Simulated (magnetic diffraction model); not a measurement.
## Solving a magnetic structure from powder neutron data: LiNbCr4Ge3Te

Space group R3m (no. 160), a = 3.6480 Å, c = 45.4270 Å.

```csv
site,atom,x,y,z
3a,Te,0,0,0.2027
3a,Nb,2/3,1/3,0.0354
3a,Ge,1/3,2/3,0.1653
3a,Ge,2/3,1/3,0.2327
3a,Ge,0,0,0.2982
3a,Cr,1/3,2/3,0.0709
3a,Cr,2/3,1/3,0.1374
3a,Cr,1/3,2/3,0.2687
3a,Cr,0,0,0.0001
3a,Li,0,0,0.1052
```

The compound is invented for this exercise: a known structure type with other elements, its cell scaled to their sizes and not relaxed.

Only Cr is taken to order (form factors of Cr2+); orders and moment sizes are assumed, and not adapted to the symmetry. Radiation: neutrons of λ = 2.567 Å, 8° to 75°; isotropic B of 0.59 Å² (Te), 0.55 Å² (Nb), 0.6 Å² (Ge), 0.74 Å² (Cr) and 1.08 Å² (Li). Simulated constant-wavelength pattern: nuclear and magnetic terms add, the magnetic one as |2.695 fm × Σ f S⊥ exp(2πi Q·r) exp(−B s²)|², summed over all Q at one angle with the factor 1/(sin²θ cos θ). For collinear order S is the moment m, which repeats by lattice and centring translations R with the sign exp(−2πi k·R). Free-ion form factors, Sears's scattering lengths of 1992, no absorption; a label names one of the reflections at its angle. The strongest nuclear line in the range is 100, and lines under 0.2 are left out.

Above the ordering temperature:

```tsv
2θ (°)	index	I
9.72	(0 0 3)	56.1
19.52	(0 0 6)	9.9
29.46	(0 0 9)	3.6
39.64	(0 0 12)	3.8
48.06	(1 0 1)	3.3
48.43	(0 1 2)	5.9
49.88	(1 0 4)	7.5
50.15	(0 0 15)	2.8
50.95	(0 1 5)	5.1
53.73	(1 0 7)	6.3
55.41	(0 1 8)	2.9
59.32	(1 0 10)	100.0
61.14	(0 0 18)	0.4
61.53	(0 1 11)	1.4
66.42	(1 0 13)	4.7
69.09	(0 1 14)	6.0
72.79	(0 0 21)	0.2
74.86	(1 0 16)	1.6
```

Below it (cell unchanged):

```tsv
2θ (°)	I
9.72	56.1
19.52	10.0
29.46	3.6
39.64	3.8
48.06	8.5
48.43	6.2
49.88	11.6
50.15	2.8
50.95	5.1
53.73	6.6
55.41	3.0
59.32	100.0
61.14	0.4
61.53	3.2
66.42	4.7
69.09	6.7
72.79	0.2
74.86	2.3
```

**Question.** Find the propagation vector, then choose among these models:
A. collinear moments along [100], 1.56 μB on Cr; signs + at (1/3, 2/3, 0.0709), − at (2/3, 1/3, 0.1374), + at (1/3, 2/3, 0.2687), − at (0, 0, 0.0001)
B. collinear moments along [100], 1.56 μB on Cr; signs + at (1/3, 2/3, 0.0709), + at (2/3, 1/3, 0.1374), + at (1/3, 2/3, 0.2687), + at (0, 0, 0.0001)
C. collinear moments along [101], 1.56 μB on Cr; signs + at (1/3, 2/3, 0.0709), + at (2/3, 1/3, 0.1374), + at (1/3, 2/3, 0.2687), + at (0, 0, 0.0001)
D. collinear moments along [101], 1.56 μB on Cr; signs + at (1/3, 2/3, 0.0709), − at (2/3, 1/3, 0.1374), + at (1/3, 2/3, 0.2687), − at (0, 0, 0.0001)

No line moves, and magnetic intensity falls on nuclear lines such as the one at 48.06°, so the magnetic cell equals the chemical primitive cell: k = 0.

Magnetic intensity, observed (below minus above) and for each model:

| 2θ (°) | index | observed | A | B | C | D |
| --- | --- | --- | --- | --- | --- | --- |
| 9.72 | (0 0 3) | <0.2 | 3.1 | 6.1 | <0.2 | <0.2 |
| 19.52 | (0 0 6) | 0.1 | 16.9 | 2.0 | <0.2 | 0.1 |
| 29.46 | (0 0 9) | <0.2 | 5.5 | 0.5 | <0.2 | <0.2 |
| 48.06 | (1 0 1) | 5.2 | 2.6 | 0.3 | 0.6 | 5.2 |
| 49.88 | (1 0 4) | 4.1 | 2.4 | 0.2 | 0.4 | 4.1 |
| 50.15 | (0 0 15) | <0.2 | <0.2 | 2.5 | <0.2 | <0.2 |
| 50.95 | (0 1 5) | <0.2 | <0.2 | 4.1 | 6.6 | <0.2 |
| 59.32 | (1 0 10) | <0.2 | <0.2 | 3.0 | 3.1 | <0.2 |

Model D matches.

The structure used: k = (0 0 0), collinear moments along [101], 1.56 μB on Cr; signs + at (1/3, 2/3, 0.0709), − at (2/3, 1/3, 0.1374), + at (1/3, 2/3, 0.2687), − at (0, 0, 0.0001).

[Logs are printed without paths, hosts, clocks, repeated set-up lines and the standing remarks that a program may print on its own settings, such as how far it seeks lower states.]
